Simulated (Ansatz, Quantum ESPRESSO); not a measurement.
# Evanescent states of SiC, zinc blende type, lattice constant set to 4.161 Å, part 2 of 3

Wanted: the complex band structure of SiC, zinc blende type, lattice constant set to 4.161 Å, as for a tunnel barrier.

Quantum ESPRESSO 7.5; plane-wave DFT, PBE, GBRV ultrasoft pseudopotentials; cross-check by Ansatz 0.2.0 with PAW datasets.

So far. Step 2 (Self-consistent run): The run needed 9 iterations to bring the estimated error under 1e-09 Ry.

## 3. Complex bands with pwcond.x

Level of this step: complex band structure by pwcond; plane-wave DFT, PBE, GBRV ultrasoft pseudopotentials (Quantum ESPRESSO).

ikind = 0 solves one period of the crystal for all kz, real and complex, at each energy and k across. ewind and epsproj trim the two-dimensional plane-wave basis; nz1 sets the subslabs.

Contents of cbs.in:

```
&inputcond
  outdir = './out'
  prefixl = 'scf'
  band_file = 'cbs'
  ikind = 0
  ewind = 4.0
  epsproj = 1e-05
  nz1 = 7
  energy0 = 4.48
  denergy = -0.16
/
4
  0.00000000 0.00000000 1.00000000
  0.50000000 0.00000000 1.00000000
  0.50000000 0.50000000 1.00000000
  0.25000000 0.00000000 1.00000000
41
```

Launch:

```bash
OMP_NUM_THREADS=1 mpirun -n 2 pwcond.x -in cbs.in > cbs.out
```

What it wrote:

```text
[banner, memory and clock lines left out]
Program PWCOND v.7.5 starts

          URL

     ./out/scf.save/

     IMPORTANT: XC functional enforced from input :
     Exchange-correlation= PBE
                           (   1   4   3   4   0   0   0)
     Any further DFT definition will be discarded
     Please, verify this is what you really want

     Reading collected, re-writing distributed wavefunctions

===== INPUT FILE containing the left lead =====

     GEOMETRY:

     lattice parameter (alat)  =       5.5601  a.u.
     the volume                =     243.0859 (a.u.)^3
     the cross section         =      30.9146 (a.u.)^2
     l of the unit cell        =       1.4142 (alat)
     number of atoms/cell      =            4
     number of atomic types    =            2

     crystal axes: (cart. coord. in units of alat)
               a(1) = (  1.0000  0.0000  0.0000 )
               a(2) = (  0.0000  1.0000  0.0000 )
               a(3) = (  0.0000  0.0000  1.4142 )

   Cartesian axes

     site n.     atom                  positions (alat units)
          1        Si     tau(  1)=(  0.0000  0.0000  1.4142  )
          2        C      tau(  2)=(  0.5000  0.0000  0.3536  )
          3        Si     tau(  3)=(  0.5000  0.5000  0.7071  )
          4        C      tau(  4)=(  0.0000  0.5000  1.0607  )

     nr1s                      =           24
     nr2s                      =           24
     nr3s                      =           32
     nr1sx                     =           24
     nr2sx                     =           24
     nr3sx                     =           32
     nr1                       =           25
     nr2                       =           25
     nr3                       =           36
     nr1x                      =           25
     nr2x                      =           25
     nr3x                      =           36

 _______________________________
  Radii of nonlocal spheres:

     type       ibeta     ang. mom.          radius (alat units)
       Si         1         0                    0.3099
       Si         2         0                    0.3099
       Si         3         1                    0.3099
       Si         4         1                    0.3099
       Si         5         2                    0.3099
       Si         6         2                    0.3099
       C          1         0                    0.2370
       C          2         0                    0.2370
       C          3         1                    0.2370
       C          4         1                    0.2370
----- General information -----

----- Complex band structure calculation -----

     nrx                       =           24
     nry                       =           24
     nz1                       =            7

     energy0               =         4.5E+00
     denergy               =        -1.6E-01
     nenergy               =         41
     ecut2d                =         4.0E+01
     ewind                 =         4.0E+00
     epsproj               =         1.0E-05

     number of k_|| points=    4
                       cryst. coord.
        k(    1) = (   0.0000000   0.0000000), wk =   0.2500000
        k(    2) = (   0.5000000   0.0000000), wk =   0.2500000
        k(    3) = (   0.5000000   0.5000000), wk =   0.2500000
        k(    4) = (   0.2500000   0.0000000), wk =   0.2500000
----- Information about left lead -----

     nocros                   =           18
     noins                    =           34
     norb                     =           70
     norbf                    =           70
     nrz                      =           32

      iorb      type   ibeta   ang. mom.   m       position (alat)
        1        1       1        0        1   taunew(   1)=(  0.0000  0.0000  0.0000)
        2        1       2        0        1   taunew(   2)=(  0.0000  0.0000  0.0000)
        3        1       3        1        1   taunew(   3)=(  0.0000  0.0000  0.0000)
        4        1       3        1        2   taunew(   4)=(  0.0000  0.0000  0.0000)
        5        1       3        1        3   taunew(   5)=(  0.0000  0.0000  0.0000)
        6        1       4        1        1   taunew(   6)=(  0.0000  0.0000  0.0000)
        7        1       4        1        2   taunew(   7)=(  0.0000  0.0000  0.0000)
        8        1       4        1        3   taunew(   8)=(  0.0000  0.0000  0.0000)
        9        1       5        2        1   taunew(   9)=(  0.0000  0.0000  0.0000)
       10        1       5        2        2   taunew(  10)=(  0.0000  0.0000  0.0000)
       11        1       5        2        3   taunew(  11)=(  0.0000  0.0000  0.0000)
       12        1       5        2        4   taunew(  12)=(  0.0000  0.0000  0.0000)
       13        1       5        2        5   taunew(  13)=(  0.0000  0.0000  0.0000)
       14        1       6        2        1   taunew(  14)=(  0.0000  0.0000  0.0000)
       15        1       6        2        2   taunew(  15)=(  0.0000  0.0000  0.0000)
       16        1       6        2        3   taunew(  16)=(  0.0000  0.0000  0.0000)
       17        1       6        2        4   taunew(  17)=(  0.0000  0.0000  0.0000)
       18        1       6        2        5   taunew(  18)=(  0.0000  0.0000  0.0000)
       19        2       1        0        1   taunew(  19)=(  0.5000  0.0000  0.3536)
       20        2       2        0        1   taunew(  20)=(  0.5000  0.0000  0.3536)
       21        2       3        1        1   taunew(  21)=(  0.5000  0.0000  0.3536)
       22        2       3        1        2   taunew(  22)=(  0.5000  0.0000  0.3536)
       23        2       3        1        3   taunew(  23)=(  0.5000  0.0000  0.3536)
       24        2       4        1        1   taunew(  24)=(  0.5000  0.0000  0.3536)
       25        2       4        1        2   taunew(  25)=(  0.5000  0.0000  0.3536)
       26        2       4        1        3   taunew(  26)=(  0.5000  0.0000  0.3536)
       27        1       1        0        1   taunew(  27)=(  0.5000  0.5000  0.7071)
       28        1       2        0        1   taunew(  28)=(  0.5000  0.5000  0.7071)
       29        1       3        1        1   taunew(  29)=(  0.5000  0.5000  0.7071)
       30        1       3        1        2   taunew(  30)=(  0.5000  0.5000  0.7071)
       31        1       3        1        3   taunew(  31)=(  0.5000  0.5000  0.7071)
       32        1       4        1        1   taunew(  32)=(  0.5000  0.5000  0.7071)
       33        1       4        1        2   taunew(  33)=(  0.5000  0.5000  0.7071)
       34        1       4        1        3   taunew(  34)=(  0.5000  0.5000  0.7071)
       35        1       5        2        1   taunew(  35)=(  0.5000  0.5000  0.7071)
       36        1       5        2        2   taunew(  36)=(  0.5000  0.5000  0.7071)
       37        1       5        2        3   taunew(  37)=(  0.5000  0.5000  0.7071)
       38        1       5        2        4   taunew(  38)=(  0.5000  0.5000  0.7071)
       39        1       5        2        5   taunew(  39)=(  0.5000  0.5000  0.7071)
       40        1       6        2        1   taunew(  40)=(  0.5000  0.5000  0.7071)
       41        1       6        2        2   taunew(  41)=(  0.5000  0.5000  0.7071)
       42        1       6        2        3   taunew(  42)=(  0.5000  0.5000  0.7071)
       43        1       6        2        4   taunew(  43)=(  0.5000  0.5000  0.7071)
       44        1       6        2        5   taunew(  44)=(  0.5000  0.5000  0.7071)
       45        2       1        0        1   taunew(  45)=(  0.0000  0.5000  1.0607)
       46        2       2        0        1   taunew(  46)=(  0.0000  0.5000  1.0607)
       47        2       3        1        1   taunew(  47)=(  0.0000  0.5000  1.0607)
       48        2       3        1        2   taunew(  48)=(  0.0000  0.5000  1.0607)
       49        2       3        1        3   taunew(  49)=(  0.0000  0.5000  1.0607)
       50        2       4        1        1   taunew(  50)=(  0.0000  0.5000  1.0607)
       51        2       4        1        2   taunew(  51)=(  0.0000  0.5000  1.0607)
       52        2       4        1        3   taunew(  52)=(  0.0000  0.5000  1.0607)
       53        1       1        0        1   taunew(  53)=(  0.0000  0.0000  1.4142)
       54        1       2        0        1   taunew(  54)=(  0.0000  0.0000  1.4142)
       55        1       3        1        1   taunew(  55)=(  0.0000  0.0000  1.4142)
       56        1       3        1        2   taunew(  56)=(  0.0000  0.0000  1.4142)
       57        1       3        1        3   taunew(  57)=(  0.0000  0.0000  1.4142)
       58        1       4        1        1   taunew(  58)=(  0.0000  0.0000  1.4142)
       59        1       4        1        2   taunew(  59)=(  0.0000  0.0000  1.4142)
       60        1       4        1        3   taunew(  60)=(  0.0000  0.0000  1.4142)
       61        1       5        2        1   taunew(  61)=(  0.0000  0.0000  1.4142)
       62        1       5        2        2   taunew(  62)=(  0.0000  0.0000  1.4142)
       63        1       5        2        3   taunew(  63)=(  0.0000  0.0000  1.4142)
       64        1       5        2        4   taunew(  64)=(  0.0000  0.0000  1.4142)
       65        1       5        2        5   taunew(  65)=(  0.0000  0.0000  1.4142)
       66        1       6        2        1   taunew(  66)=(  0.0000  0.0000  1.4142)
       67        1       6        2        2   taunew(  67)=(  0.0000  0.0000  1.4142)
       68        1       6        2        3   taunew(  68)=(  0.0000  0.0000  1.4142)
       69        1       6        2        4   taunew(  69)=(  0.0000  0.0000  1.4142)
       70        1       6        2        5   taunew(  70)=(  0.0000  0.0000  1.4142)
    k slab    z(k)  z(k+1)     crossing(iorb=1,norb)
    1   0.0000 0.0442 0.0442   1111111111111111110000000000000000000000000000000000000000000000000000
    2   0.0442 0.0884 0.0442   1111111111111111110000000000000000000000000000000000000000000000000000
    3   0.0884 0.1326 0.0442   1111111111111111111111111100000000000000000000000000000000000000000000
    4   0.1326 0.1768 0.0442   1111111111111111111111111100000000000000000000000000000000000000000000
    5   0.1768 0.2210 0.0442   1111111111111111111111111100000000000000000000000000000000000000000000
    6   0.2210 0.2652 0.0442   1111111111111111111111111100000000000000000000000000000000000000000000
    7   0.2652 0.3094 0.0442   1111111111111111111111111100000000000000000000000000000000000000000000
    8   0.3094 0.3536 0.0442   1111111111111111111111111100000000000000000000000000000000000000000000
    9   0.3536 0.3977 0.0442   0000000000000000001111111111111111111111111100000000000000000000000000
   10   0.3977 0.4419 0.0442   0000000000000000001111111111111111111111111100000000000000000000000000
   11   0.4419 0.4861 0.0442   0000000000000000001111111111111111111111111100000000000000000000000000
   12   0.4861 0.5303 0.0442   0000000000000000001111111111111111111111111100000000000000000000000000
   13   0.5303 0.5745 0.0442   0000000000000000001111111111111111111111111100000000000000000000000000
   14   0.5745 0.6187 0.0442   0000000000000000001111111111111111111111111100000000000000000000000000
   15   0.6187 0.6629 0.0442   0000000000000000000000000011111111111111111100000000000000000000000000
   16   0.6629 0.7071 0.0442   0000000000000000000000000011111111111111111100000000000000000000000000
   17   0.7071 0.7513 0.0442   0000000000000000000000000011111111111111111100000000000000000000000000
   18   0.7513 0.7955 0.0442   0000000000000000000000000011111111111111111100000000000000000000000000
   19   0.7955 0.8397 0.0442   0000000000000000000000000011111111111111111111111111000000000000000000
   20   0.8397 0.8839 0.0442   0000000000000000000000000011111111111111111111111111000000000000000000
   21   0.8839 0.9281 0.0442   0000000000000000000000000011111111111111111111111111000000000000000000
   22   0.9281 0.9723 0.0442   0000000000000000000000000011111111111111111111111111000000000000000000
   23   0.9723 1.0165 0.0442   0000000000000000000000000011111111111111111111111111000000000000000000
   24   1.0165 1.0607 0.0442   0000000000000000000000000011111111111111111111111111000000000000000000
   25   1.0607 1.1049 0.0442   0000000000000000000000000000000000000000000011111111111111111111111111
   26   1.1049 1.1490 0.0442   0000000000000000000000000000000000000000000011111111111111111111111111
   27   1.1490 1.1932 0.0442   0000000000000000000000000000000000000000000011111111111111111111111111
   28   1.1932 1.2374 0.0442   0000000000000000000000000000000000000000000011111111111111111111111111
   29   1.2374 1.2816 0.0442   0000000000000000000000000000000000000000000011111111111111111111111111
   30   1.2816 1.3258 0.0442   0000000000000000000000000000000000000000000011111111111111111111111111
   31   1.3258 1.3700 0.0442   0000000000000000000000000000000000000000000000000000111111111111111111
   32   1.3700 1.4142 0.0442   0000000000000000000000000000000000000000000000000000111111111111111111
 ngper, shell number =           97          16
 ngper, n2d =           97          81
---  E-Ef =    4.4800000  k =    0.0000000   0.0000000
---  ie =          1  ik =          1
 Nchannels of the left tip =            1
 Right moving states:
   k1(2pi/a)   k2(2pi/a)   E-Ef (eV)
   0.4983655   0.0000000   4.4800000
 Left moving states:
   k1(2pi/a)   k2(2pi/a)   E-Ef (eV)
  -0.4983644  -0.0000000   4.4800000

---  E-Ef =    4.3200000  k =    0.0000000   0.0000000
---  ie =          2  ik =          1
 Nchannels of the left tip =            1
 Right moving states:
   k1(2pi/a)   k2(2pi/a)   E-Ef (eV)
   0.4843974   0.0000000   4.3200000
 Left moving states:
   k1(2pi/a)   k2(2pi/a)   E-Ef (eV)
  -0.4843964  -0.0000000   4.3200000
[... further energies and points left out ...]
---  E-Ef =   -1.7600000  k =    0.2500000   0.0000000
---  ie =         40  ik =          4
 Nchannels of the left tip =            2
 Right moving states:
   k1(2pi/a)   k2(2pi/a)   E-Ef (eV)
   0.4698406   0.0000000  -1.7600000
   0.4831744  -0.0000000  -1.7600000
 Left moving states:
   k1(2pi/a)   k2(2pi/a)   E-Ef (eV)
  -0.4698406  -0.0000000  -1.7600000
  -0.4831744   0.0000000  -1.7600000

---  E-Ef =   -1.9200000  k =    0.2500000   0.0000000
---  ie =         41  ik =          4
 Nchannels of the left tip =            2
 Right moving states:
   k1(2pi/a)   k2(2pi/a)   E-Ef (eV)
   0.4285961   0.0000000  -1.9200000
   0.4655862  -0.0000000  -1.9200000
 Left moving states:
   k1(2pi/a)   k2(2pi/a)   E-Ef (eV)
  -0.4285961  -0.0000000  -1.9200000
  -0.4655862   0.0000000  -1.9200000

Note: The following floating-point exceptions are signalling: IEEE_UNDERFLOW_FLAG
Note: The following floating-point exceptions are signalling: IEEE_UNDERFLOW_FLAG
```

It took 2 min on 2 MPI ranks of Arm Neoverse N1, shared host; peak memory 0.11 GiB; 3.7 min of CPU time.

This step gave:

| Quantity | Value |
| --- | --- |
| peak of the smallest κ at the zone centre | 0.27 Å⁻¹ |
| energy of the peak at the zone centre | 0.8 eV |
| peak of the smallest κ at (1/4, 0) | 0.427 Å⁻¹ |

K across = (0, 0) in the cell's reciprocal vectors; values within 0.0025 1/Å of each other count once, columns are sorted by size at each energy, a dash where no further value was kept. The Im kz of the slowest decaying states by energy, zero at the highest filled level of the SCF mesh:

```csv
energy (eV),decay 1 (Å⁻¹),decay 2 (Å⁻¹),decay 3 (Å⁻¹)
-1.92,0.766,1.36,2.17
-1.76,0.743,1.35,2.16
-1.60,0.72,1.33,2.15
-1.44,0.697,1.32,2.14
-1.28,0.673,1.3,2.13
-1.12,0.649,1.28,2.12
-0.96,0.625,1.27,2.11
-0.64,0.574,1.23,2.09
-0.48,0.547,1.22,2.08
-0.32,0.519,1.20,2.07
-0.16,0.491,1.18,2.06
0.00,0.018,0.023,0.46
0.16,0.136,0.155,0.158
0.32,0.189,0.217,0.394
0.48,0.228,0.261,0.357
0.64,0.259,0.296,0.316
0.80,0.27,0.286,0.326
0.96,0.214,0.308,0.351
1.12,0.136,0.328,0.373
1.44,0.362,0.408,0.978
1.60,0.376,0.423,0.955
1.76,0.388,0.435,0.932
1.92,0.399,0.447,0.908
2.08,0.409,0.457,0.883
2.24,0.418,0.466,0.857
2.40,0.426,0.473,0.831
2.56,0.432,0.48,0.803
2.72,0.438,0.485,0.775
2.88,0.443,0.49,0.745
3.04,0.447,0.494,0.715
3.20,0.45,0.497,0.682
3.52,0.454,0.501,0.612
3.68,0.455,0.501,0.574
3.84,0.456,0.502,0.533
4.00,0.455,0.489,0.501
4.16,0.44,0.454,0.5
4.32,0.385,0.453,0.498
4.48,0.32,0.45,0.495
```

K across = (0, 0) in the cell's reciprocal vectors. Re kz of states that move upwards against energy, zero at the highest filled level of the SCF mesh:

```csv
energy (eV),channel 1 (Å⁻¹),channel 2 (Å⁻¹),channel 3 (Å⁻¹)
-1.92,-0.705,-0.704,-0.534
-1.60,-0.615,-0.614,-0.478
-1.28,-0.527,-0.526,-0.419
-0.96,-0.439,-0.437,-0.355
-0.64,-0.345,-0.343,-0.283
-0.32,-0.236,-0.233,-0.195
-0.16,-0.165,-0.162,-0.135
0.00,-0.0262,-,-
0.16,-,-,-
0.48,-,-,-
0.80,-,-,-
1.12,-,-,-
1.44,0.187,-,-
1.76,0.297,-,-
2.08,0.377,-,-
2.40,0.442,-,-
2.72,0.499,-,-
2.88,0.526,-,-
3.20,0.576,-,-
3.52,0.622,-,-
3.84,0.667,-,-
4.16,0.710,-,-
4.48,0.753,-,-
```

K across = (1/2, 0) in the cell's reciprocal vectors; values within 0.0025 1/Å of each other count once, columns are sorted by size at each energy, a dash where no further value was kept. Table of Im kz of the slowest decaying states by energy, zero at the highest filled level of the SCF mesh:

```csv
energy (eV),decay 1 (Å⁻¹),decay 2 (Å⁻¹),decay 3 (Å⁻¹)
-1.92,0.782,1.49,2.49
-1.76,0.713,0.716,1.47
-1.60,0.627,1.45,2.47
-1.44,0.504,0.509,1.44
-1.28,0.27,0.282,1.42
-1.12,1.40,2.44,-
-0.96,0.099,0.369,0.376
-0.64,0.185,0.588,0.591
-0.48,0.213,0.641,1.33
-0.32,0.238,0.68,1.32
-0.16,0.259,0.71,1.30
0.00,0.277,0.733,1.28
0.16,0.294,0.751,1.26
0.32,0.309,0.765,1.24
0.48,0.323,0.777,1.22
0.64,0.335,0.786,1.20
0.80,0.347,0.793,1.19
0.96,0.357,0.798,1.17
1.12,0.366,0.802,1.15
1.44,0.383,0.805,1.10
1.60,0.39,0.805,1.08
1.76,0.397,0.804,1.06
1.92,0.402,0.802,1.04
2.08,0.407,0.799,1.02
2.24,0.412,0.795,0.995
2.40,0.416,0.791,0.972
2.56,0.419,0.786,0.949
2.72,0.421,0.781,0.925
2.88,0.423,0.774,0.901
3.04,0.424,0.767,-
3.20,0.425,0.76,0.851
3.52,0.424,0.743,0.798
3.68,0.423,0.734,0.771
3.84,0.421,0.724,0.743
4.00,0.418,0.713,2.15
4.16,0.414,0.684,0.702
4.32,0.41,0.652,0.69
4.48,0.404,0.62,0.678
```

K across = (1/2, 1/2) in the cell's reciprocal vectors; values within 0.0025 1/Å of each other count once, columns are sorted by size at each energy, a dash where no further value was kept. Im kz of the slowest decaying states against energy, zero at the highest filled level of the SCF mesh:

```csv
energy (eV),decay 1 (Å⁻¹),decay 2 (Å⁻¹),decay 3 (Å⁻¹)
-1.92,0.273,0.344,2.38
-1.76,0.277,0.355,2.38
-1.44,0.281,0.373,2.36
-1.28,0.281,0.38,2.35
-0.96,0.277,0.392,2.33
-0.80,0.273,0.397,2.32
-0.64,0.268,0.401,2.31
-0.32,0.255,0.406,2.29
-0.16,0.246,0.408,2.28
0.00,0.236,0.409,2.27
0.32,0.21,0.409,2.25
0.48,0.193,0.408,2.24
0.80,0.151,0.405,2.22
0.96,0.121,0.403,2.21
1.12,0.078,0.4,2.20
1.44,0.392,2.18,2.42
1.60,0.387,2.17,2.41
1.76,0.382,2.16,2.41
2.08,0.37,2.13,2.39
2.24,0.363,2.12,2.38
2.56,0.347,2.10,2.37
2.72,0.337,2.09,2.36
2.88,0.327,2.08,2.35
3.20,0.305,2.06,2.34
3.36,0.292,2.05,2.33
3.52,0.278,2.04,2.32
3.84,0.246,2.01,2.31
4.00,0.227,2.00,2.30
4.32,0.182,1.98,2.28
4.48,0.152,1.97,2.27
```

K across = (1/4, 0) in the cell's reciprocal vectors; values within 0.0025 1/Å of each other count once, columns are sorted by size at each energy, a dash where no further value was kept. Table of Im kz of the slowest decaying states by energy, zero at the highest filled level of the SCF mesh:

```csv
energy (eV),decay 1 (Å⁻¹),decay 2 (Å⁻¹),decay 3 (Å⁻¹)
-1.92,0.09,1.13,1.65
-1.60,1.09,1.62,1.81
-1.28,1.05,1.59,1.78
-0.96,1.00,1.55,1.76
-0.64,0.958,1.52,1.73
-0.32,0.166,0.913,1.49
-0.16,0.205,0.889,1.47
0.00,0.185,0.236,0.865
0.16,0.262,0.27,0.841
0.48,0.305,0.38,0.791
0.80,0.339,0.457,0.739
1.12,0.367,0.517,0.684
1.44,0.389,0.567,0.626
1.76,0.407,0.564,0.61
2.08,0.421,0.496,0.649
2.40,0.419,0.432,0.685
2.72,0.327,0.44,0.722
2.88,0.27,0.443,0.742
3.20,0.08,0.447,0.792
3.52,0.448,0.878,1.33
3.84,0.446,0.862,1.30
4.16,0.441,0.844,1.26
4.48,0.434,0.824,1.22
```

(Part 2 of 3 ends here.)

[Logs are printed without paths, hosts, clocks, repeated set-up lines and the standing remarks that a program may print on its own settings, such as how far it seeks lower states.]

[Hosts, paths, dates, database ids (printed as entryN), source tags and the programs' standing remarks are cut or masked in the printed files.]

[Maps of the electrostatic potential energy from Ansatz leave out the sawtooth potential of an applied field or a dipole correction, so their vacuum need not be flat; planar profiles and work functions include it.]
